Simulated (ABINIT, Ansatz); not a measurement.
# Quasiparticle gap of H6PbCNCl3 (Pm) in ABINIT, part 3 of 3

Aim: the G0W0 gap of H6PbCNCl3 (Pm) on PBEsol, step by step.

ABINIT 10.8.3; PBEsol and many-body steps on it, plane waves. Known limits of the many-body steps: not at the basis limit; no spin-orbit coupling; coarse k mesh.

So far. Step 3 (Bands along the symmetry lines): The gap is 2.463 eV, as in the run before at this level. Step 4 (Empty states on the mesh, 2×2×2 mesh, 668 bands): On this mesh the gap is 2.463 eV.

## Step 5: Screening, 2×2×2 mesh, 608 bands, screening to 217.7 eV

The RPA dielectric matrix is built and inverted for each q.

This step: RPA screening on PBEsol, plane waves, norm-conserving pseudopotentials.

Contents of run.abi:

```
acell 3*1.0 Angstrom
rprim 
  5.752832000000 0.000000000000 0.000000000000
  0.000000000000 5.764671000000 0.000000000000
  -0.002604000000 0.000000000000 5.855201000000
ntypat 5
znucl 1 82 6 7 17
natom 12
typat 1 1 1 1 1 1 2 3 4 5 5 5
xred 
  0.879476000000 0.500000000000 0.790423000000
  0.813252000000 0.344072000000 0.047387000000
  0.813252000000 0.655928000000 0.047387000000
  0.229661000000 0.354316000000 0.978538000000
  0.229661000000 0.645684000000 0.978538000000
  0.170957000000 0.500000000000 0.216412000000
  0.473988000000 0.000000000000 0.483874000000
  0.894268000000 0.500000000000 0.976848000000
  0.144932000000 0.500000000000 0.040731000000
  0.427891000000 0.000000000000 0.975558000000
  0.429192000000 0.500000000000 0.520036000000
  0.971826000000 0.000000000000 0.439660000000
pp_dirpath "pseudos"
pseudos "H.upf, Pb.upf, C.upf, N.upf, Cl.upf"
ecut 37
ngkpt 2 2 2
nshiftk 1
shiftk 0 0 0
kptopt 1
chksymbreak 0
istwfk *1
occopt 1
irdwfk 1
optdriver 3
nband 608
ecuteps 8
inclvkb 2
awtr 1
symchi 1
indata_prefix "in"
outdata_prefix "out"
tmpdata_prefix "tmp"
```

On the command line:

```console
$ OMP_NUM_THREADS=1 mpirun -n 16 abinit run.abi > log
```

Numbers of over 12 decimals in the logs are rounded to 6 here.

The program printed:

```text
.Version 10.8.3 of ABINIT. v10.8.2 released Aug 2026.

 Symmetries : space group Pm (#  6); Bravais mP (primitive monocl.)
[... echo of the input left out ...]
== DATASET  1 ==================================================================
-   mpi_nproc: 16, omp_nthreads: 1 (-1 if OMP is not activated)

--- !DatasetInfo
iteration_state: {dtset: 1, }
dimensions: {natom: 12, nkpt: 8, mband: 608, nsppol: 1, nspinor: 1, nspden: 1, mpw: 14134, }
cutoff_energies: {ecut:  37.0, pawecutdg:  -1.0, }
electrons: {nelect:   5.80000000E+01, charge:   0.00000000E+00, occopt:   1.00000000E+00, tsmear:   1.00000000E-02, }

 SCREENING: Calculation of the susceptibility and dielectric matrices

 Based on a program developped by R.W. Godby, V. Olevano, G. Onida, and L. Reining.
 Incorporated in ABINIT by V. Olevano, G.-M. Rignanese, and M. Torrent.
.Using double precision arithmetic ; gwpc =  8

[... cell and pseudopotentials left out ...]
--------------------------------------------------------------------------------

 ==== K-mesh for the wavefunctions ====
 Number of points in the irreducible wedge :     8
[... list of points left out ...]
 Together with  2 symmetry operations and time-reversal symmetry
 yields     8 points in the full Brillouin Zone.

 ==== Q-mesh for the screening function ====
 Number of points in the irreducible wedge :     8
[... list of points left out ...]
 Together with  2 symmetry operations and time-reversal symmetry
 yields     8 points in the full Brillouin Zone.

 setmesh: FFT mesh size selected  =    45x   45x   45
          total number of points  =        91125

 vcoul_init : cutoff-mode = AUXILIARY_FUNCTION
 q-points for optical limit:   1
     1)      0.000010    0.000020    0.000030

- screening: taking advantage of time-reversal symmetry
- Maximum band index for partially occupied states nbvw = 29
- Remaining bands to be divided among processors   nbcw = 579
- Number of bands treated by each node ~36

 Number of electrons calculated from density =   58.0000; Expected =   58.0000
 average of density, n =  0.044262
 r_s =    1.7537
 omega_plasma =   20.2942 [eV]

 calculating chi0 at frequencies [eV] :
  1    0.000000E+00    0.000000E+00
  2    0.000000E+00    2.029422E+01

--------------------------------------------------------------------------------
  q-point number  1        q = ( 0.000000, 0.000000, 0.000000) [r.l.u.]
--------------------------------------------------------------------------------
[... chi0 elements left out ...]
 For q-point:  0.000010 0.000020 0.000030
  dielectric constant =   4.8767
  dielectric constant without local fields =   5.5978

  Average fulfillment of the sum rule on Im[epsilon] for q-point    1 :     85.87  [%]
[... wings left out ...]
  q-point number  2        q = ( 0.500000, 0.000000, 0.000000) [r.l.u.]
--------------------------------------------------------------------------------
[... chi0 elements left out ...]
  Average fulfillment of the sum rule on Im[epsilon] for q-point    2 :     88.02  [%]

 [... 6 further q-points ...]
```

The job ended after 17 min (16 MPI ranks of Intel Xeon Platinum 8259CL at 2.50GHz (Skylake/Cascade Lake), shared host; peak memory 18 GiB).

This step gave:

* ε∞ with local fields, on this mesh, along the program's q direction: 4.877
* the same without local fields: 5.598
* plasma frequency: 20.29 eV
* plane waves in the screening matrix: 1383

Local fields lower ε∞ by 13 %. On a Γ-centred mesh this coarse the value itself is usually too large, while a short band sum pulls it down.

## Step 6: Self-energy, 2×2×2 mesh, 608 bands, screening to 217.7 eV

The self-energy is evaluated for the states that the input lists, and the levels follow from it, in one-shot runs by the linearised quasiparticle equation.

This step: G0W0 on PBEsol, plane waves, norm-conserving pseudopotentials.

run.abi: that of step 5 with these lines changed.

```diff
@@ -33,8 +33,18 @@
 irdwfk 1
-optdriver 3
+optdriver 4
 nband 608
+gwcalctyp 0
+ecutsigx 37
+symsigma 1
+nkptgw 2
+kptgw 
+  0.5000000000 0.5000000000 0.5000000000
+  0.0000000000 0.0000000000 0.0000000000
+bdgw 
+  28 31
+  28 31
 ecuteps 8
-inclvkb 2
-awtr 1
-symchi 1
+irdscr 1
+ppmodel 1
+gwmem 01
 indata_prefix "in"
```

The program printed:

```text
.Version 10.8.3 of ABINIT. v10.8.2 released Aug 2026.

 Symmetries : space group Pm (#  6); Bravais mP (primitive monocl.)
[... echo of the input left out ...]
== DATASET  1 ==================================================================
-   mpi_nproc: 16, omp_nthreads: 1 (-1 if OMP is not activated)

--- !DatasetInfo
iteration_state: {dtset: 1, }
dimensions: {natom: 12, nkpt: 8, mband: 608, nsppol: 1, nspinor: 1, nspden: 1, mpw: 14134, }
cutoff_energies: {ecut:  37.0, pawecutdg:  -1.0, }
electrons: {nelect:   5.80000000E+01, charge:   0.00000000E+00, occopt:   1.00000000E+00, tsmear:   1.00000000E-02, }

 SIGMA: Calculation of the GW corrections

 Based on a program developped by R.W. Godby, V. Olevano, G. Onida, and L. Reining.
 Incorporated in ABINIT by V. Olevano, G.-M. Rignanese, and M. Torrent.
.Using double precision arithmetic ; gwpc =  8

[... cell and pseudopotentials left out ...]
--------------------------------------------------------------------------------

 ==== K-mesh for the wavefunctions ====
 Number of points in the irreducible wedge :     8
[... list of points left out ...]
 Together with  2 symmetry operations and time-reversal symmetry
 yields     8 points in the full Brillouin Zone.

 ==== Q-mesh for screening function ====
 Number of points in the irreducible wedge :     8
[... list of points left out ...]
 Together with  2 symmetry operations and time-reversal symmetry
 yields     8 points in the full Brillouin Zone.

 vcoul_init : cutoff-mode = AUXILIARY_FUNCTION
 q-points for optical limit:   1
     1)      0.000010    0.000020    0.000030
 setmesh: FFT mesh size selected  =    60x   60x   64
          total number of points  =       230400

 Number of electrons calculated from density =   58.0000; Expected =   58.0000
 average of density, n =  0.044262
 r_s =    1.7537
 omega_plasma =   20.2942 [eV]

 === KS Band Gaps ===
  >>>> For spin  1
   Minimum direct gap =   2.4631 [eV], located at k-point      :   0.5000  0.5000  0.5000
   Fundamental gap    =   2.4631 [eV], Top of valence bands at :   0.5000  0.5000  0.5000
                                       Bottom of conduction at :   0.5000  0.5000  0.5000
 SIGMA fundamental parameters:
 PLASMON POLE MODEL  1
 number of plane-waves for SigmaX                14083
 number of plane-waves for SigmaC and W           1383
 number of plane-waves for wavefunctions         14083
 number of bands                                   608
 number of independent spin polarizations            1
 number of spinorial components                      1
 number of k-points in IBZ                           8
 number of q-points in IBZ                           8
 number of symmetry operations                       2
 number of k-points in BZ                            8
 number of q-points in BZ                            8
 number of frequencies for dSigma/dE                 9
 frequency step for dSigma/dE [eV]                0.25
 number of omega for Sigma on real axis              0
 max omega for Sigma on real axis  [eV]           0.00
 zcut for avoiding poles [eV]                     0.10

 EPSILON^-1 parameters (SCR file):
 dimension of the eps^-1 matrix on file           1383
 dimension of the eps^-1 matrix used              1383
 number of plane-waves for wavefunctions         14083
 number of bands                                   608
 number of q-points in IBZ                           8
 number of frequencies                               2
 number of real frequencies                          1
 number of imag frequencies                          1

 matrix elements of self-energy operator (all in [eV])

 Perturbative Calculation

--- !SelfEnergy_ee
iteration_state: {dtset: 1, }
kpoint     : [   0.500,    0.500,    0.500, ]
spin       : 1
KS_gap     :    2.463
QP_gap     :    4.173
Delta_QP_KS:    1.710
data: !SigmaeeData |
     Band     E0 <VxcDFT>   SigX SigC(E0)      Z dSigC/dE  Sig(E)    E-E0       E
       28  -0.548 -13.932 -18.306   2.503   0.770  -0.299 -15.373  -1.441  -1.989
       29   0.627 -15.051 -17.601   1.291   0.788  -0.270 -16.042  -0.991  -0.363
       30   3.091 -10.596  -6.392  -3.326   0.820  -0.220  -9.876   0.719   3.810
       31   3.113 -10.532  -6.307  -3.324   0.820  -0.219  -9.793   0.739   3.852

--- !SelfEnergy_ee
iteration_state: {dtset: 1, }
kpoint     : [   0.000,    0.000,    0.000, ]
spin       : 1
KS_gap     :    5.799
QP_gap     :    7.803
Delta_QP_KS:    2.004
data: !SigmaeeData |
     Band     E0 <VxcDFT>   SigX SigC(E0)      Z dSigC/dE  Sig(E)    E-E0       E
       28  -0.725 -13.651 -18.066   2.535   0.769  -0.300 -15.097  -1.446  -2.171
       29  -0.698 -13.665 -18.067   2.526   0.769  -0.300 -15.108  -1.443  -2.141
       30   5.101  -7.648  -3.631  -3.351   0.841  -0.189  -7.088   0.561   5.662
       31   6.045 -11.497  -6.923  -3.687   0.804  -0.244 -10.784   0.713   6.758

== END DATASET(S) ==============================================================
================================================================================

 -outvars: echo values of variables after computation  --------
           etotal      0.0000000000E+00
            nband         608
             nkpt           8
          spgroup           6
 [... the other variables as echoed above ...]

 Calculation completed.
```

Run time: 4.4 min. Hardware: 16 MPI ranks; peak memory 12 GiB; 70 min of CPU time.

Numbers from this step:

| Property | Result |
| --- | --- |
| G0W0 gap on the points computed | 4.173 eV |
| starting gap on the mesh | 2.463 eV |
| k of the valence top | 0.5, 0.5, 0.5 |
| k of the conduction bottom | 0.5, 0.5, 0.5 |
| Z at the valence top | 0.788 |
| Z at the conduction bottom | 0.82 |
| least direct G0W0 gap on the computed points | 4.173 eV |

The gap on the mesh goes from 2.46 eV to 4.17 eV, a correction of +1.71 eV.

Limits: finite bands, cutoff and mesh; no spin-orbit coupling; coarse k mesh. v1 is the top filled band, c1 the lowest empty one. The levels before and after the correction (eV, zero at the valence-band top of each column):

|  | conduction bottom | valence top |
| --- | --- | --- |
| Kohn-Sham | 2.46 | 0.00 |
| G0W0 | 4.17 | 0.00 |

|  | level | energy (eV) |
| --- | --- | --- |
| Kohn-Sham | (0.5 0.5 0.5) v2 | -1.176 |
| Kohn-Sham | (0.5 0.5 0.5) v1 | 0.000 |
| Kohn-Sham | (0.5 0.5 0.5) c1 | 2.463 |
| Kohn-Sham | (0.5 0.5 0.5) c2 | 2.486 |
| G0W0 | (0.5 0.5 0.5) v2 | -1.626 |
| G0W0 | (0.5 0.5 0.5) v1 | 0.000 |
| G0W0 | (0.5 0.5 0.5) c1 | 4.173 |
| G0W0 | (0.5 0.5 0.5) c2 | 4.215 |

## Step 7: Where the time went

Times are wall times on 16 MPI ranks of Intel Xeon Platinum 8259CL at 2.50GHz (Skylake/Cascade Lake), shared host, good to a factor of about two.

```csv
step,time,share,memory (GiB)
ground state,2.4 min,4 %,2.5
bands along the symmetry lines,66 s,2 %,1.9
empty states on the mesh,28 min,53 %,2.9
screening,17 min,32 %,18
self-energy,4.4 min,8 %,12
```

## Step 8: What came out

```
PBEsol gap           : 2.46 eV, direct
G0W0 gap on the mesh : 4.17 eV
GW settings          : 2×2×2 mesh, 608 bands, screening to 217.7 eV, Godby-Needs plasmon pole
known limits         : not at the basis limit; no spin-orbit coupling; coarse k mesh
```

In words: G0W0 moves the gap on the mesh from 2.46 eV to 4.17 eV (+1.71 eV), with Z of 0.79 and 0.82 at the edges. Local fields lower the RPA ε∞ on this mesh from 5.60 to 4.88; a Γ-centred mesh this coarse tends to raise both, most where the direct gap is narrow, while a short band sum lowers them. Only 2 of the mesh's irreducible points were corrected, so a valley elsewhere could overtake. The dearest step here is «empty states on the mesh». Bands and cutoff are finite, so the gap is not at the basis limit. The miss can reach some tenths of an eV and take either sign; the mesh is an error of its own. In the G0W0 run levels were corrected at 2 k points alone, so a gap called «on the mesh» is the least over those, and an edge elsewhere would be missed. The 2×2×2 mesh is coarse for this cell, which bears on the long-range parts of exchange and screening. Where an edge is built on 6p states of lead, bismuth or thallium, scalar-relativistic gaps usually stand too wide, by a few tenths to over one eV. The many-body steps are scalar-relativistic: spin-orbit coupling is not in them.

[Paths, hosts, dates, memory and timing lines, banners, echoed tables and standing remarks are left out of the program output.]

[Logs are printed without paths, hosts, clocks, repeated set-up lines and the standing remarks that a program may print on its own settings, such as how far it seeks lower states.]

[Runs of the session that timed out or met a known fault of the program may be left out.]

[Hosts, paths, dates, database ids (printed as entryN), source tags and the programs' standing remarks are cut or masked in the printed files.]

[G0W0 gaps are taken among the corrected bands and points alone; a level outside them can change the order at an edge.]

[Where Ansatz stands beside ABINIT at settings called matched, ABINIT's density can come from a denser mesh and the files from another edition; pairs whose starting gaps differed by over 0.03 eV were left out, so agreement reads better than it is.]
